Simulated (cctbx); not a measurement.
# Which space group?

Cell: a = 3.9040 Å, b = 3.9040 Å, c = 7.1440 Å, α = 90.00°, β = 90.00°, γ = 90.00°. Expected content of the cell: As1 Fe1 Ti5.

The data are simulated with cctbx, not measured: Mo Kα, λ = 0.71073 Å, to d = 0.75 Å, 50 % of the full sphere, strongest reflection 5000 counts, noise from counting, a 3 % proportional error and a noise floor of 15 counts (s.d.); no absorption, some extinction.

Tests on the unmerged data give:

```text
509 reflections to d = 0.755 A
centring   violations  <I/sigma> of those
    A        138 of   237      7.2
    B        149 of   249      7.1
    C        125 of   242      4.9
    I        138 of   257      5.3
    R        189 of   325      7.0
    F        206 of   364      6.4
Laue class    unique    Rint  (classes that these axes allow; Friedel mates merged)
P -1              385   0.036
P 1 2/m 1         271   0.048
P 1 1 2/m         259   0.049
P 2/m 1 1         265   0.047
P m m m           177   0.056
P 4/m             145   0.056
P 4/m m m         108   0.057
space group    extra absences  I>4sigma  <I/sigma>
P 4 2 2                 0          0         -  acentric
P 4 m m                 0          0         -  acentric
P -4 2 m                0          0         -  acentric
P -4 m 2                0          0         -  acentric
P 4/m m m               0          0         -  centric
Wilson B = 1.44 A^2   <|E^2-1|> = 0.818 (0.968 centric, 0.736 acentric)   E^2>4: 1.9 %
shell (A)         n   <I/sigma>
 7.14 - 1.51     20     21.1
 1.51 - 1.20     14     17.4
 1.20 - 1.05     13     23.2
 1.05 - 0.95     11     11.2
 0.95 - 0.88     13      9.0
 0.88 - 0.83     13     11.1
 0.83 - 0.79     10      7.9
 0.79 - 0.75     14      7.9
```

**Question.** What are the lattice type, the Laue class and the likely space group?

Every centring test has many violations, so the lattice is primitive.

Rint stays low (0.036 to 0.057) up to P 4/m m m, the highest class in these axes.

5 settings pass the absence test. No glide or screw absences show, which leaves P 4 2 2, P 4 m m, P -4 2 m, P -4 m 2 and P 4/m m m.

⟨|E²−1|⟩ = 0.818 lies between the two ideal values. The Wilson B of 1.44 Å² means U ≈ 0.0182 Å².

The true group is P4/mmm (no. 123), Laue class 4/mmm, centrosymmetric. The tables only narrow the choice to the tied entries; cell content, site symmetry and trial solutions must settle it.

This is a model crystal, built by substitution and not relaxed, with assumed displacement parameters.

[Logs are printed without paths, hosts, clocks, repeated set-up lines and the standing remarks that a program may print on its own settings, such as how far it seeks lower states.]
